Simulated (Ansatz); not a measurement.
Consider Ge2SeN2 (Cmc2_1).

The structure is orthorhombic, space group Cmc2_1 (No. 36). Conventional cell: a = 11.278 Å, b = 5.903 Å, c = 5.183 Å, α = 90.00°, β = 90.00°, γ = 90.00°. Nearest to Ge lie 3 N at 1.85 to 1.88 Å and 1 Se at 2.38 Å. Nearest to Se lie 2 Ge at 2.38 Å. N has 3 Ge at 1.85 to 1.88 Å nearest. Farther neighbours and most contacts between anions are not listed.

```yaml
crystal:
  lattice:
    - [5.63902, -2.95154, 0.00000]
    - [5.63902, 2.95154, 0.00000]
    - [0.00000, 0.00000, 5.18324]
  atoms:
    - { symbol: Ge, position: [0.33382, 0.03403, 0.33372] }
    - { symbol: Ge, position: [0.96597, 0.66618, 0.33372] }
    - { symbol: Ge, position: [0.66618, 0.96597, 0.83372] }
    - { symbol: Ge, position: [0.03403, 0.33382, 0.83372] }
    - { symbol: Se, position: [0.28980, 0.71020, 0.17403] }
    - { symbol: Se, position: [0.71020, 0.28980, 0.67403] }
    - { symbol: N, position: [0.34673, 0.09056, 0.68127] }
    - { symbol: N, position: [0.90944, 0.65327, 0.68127] }
    - { symbol: N, position: [0.65327, 0.90944, 0.18127] }
    - { symbol: N, position: [0.09056, 0.34673, 0.18127] }
```

The cell and positions are those that the Materials Project relaxed with its own functionals (PBE, PBE+U or r2SCAN), kept fixed. At the settings of the band run the largest force is still 0.08 eV/Å.

Gaps computed with Ansatz 0.2.0 without a self-energy: PBE 1.69 eV and PBE+SOC 1.63 eV. The mean ε∞ by PBE perturbation theory is 6.51.

Question: Estimate the G0W0@PBE gap with 4×4×4 mesh, 946 empty bands, screening to 180 eV, PAW set soft_1 files.

About 2.90 eV: on its mesh the run moves the gap from 1.69 eV by +1.20 eV. A band edge moves to another state on the way. One-shot corrections scale roughly with one over ε∞, here 0.15. Spin-orbit coupling is not in that value; its −0.07 eV at the PBE level would bring it to about 2.83 eV. Bands and cutoff are finite, so the gap is not at the basis limit. The miss can reach some tenths of an eV and take either sign; the mesh is an error of its own. The many-body steps are scalar-relativistic: spin-orbit coupling is not in them.

[Paths, hosts, dates, memory and timing lines, banners, echoed tables and standing remarks are left out of the program output.]

[Logs are printed without paths, hosts, clocks, repeated set-up lines and the standing remarks that a program may print on its own settings, such as how far it seeks lower states.]

[Runs of the session that timed out or met a known fault of the program may be left out.]

[Cells called generated may have been cut or substituted from an entry of the Crystallography Open Database or the Materials Project.]

[Hosts, paths, dates, database ids (printed as entryN), source tags and the programs' standing remarks are cut or masked in the printed files.]
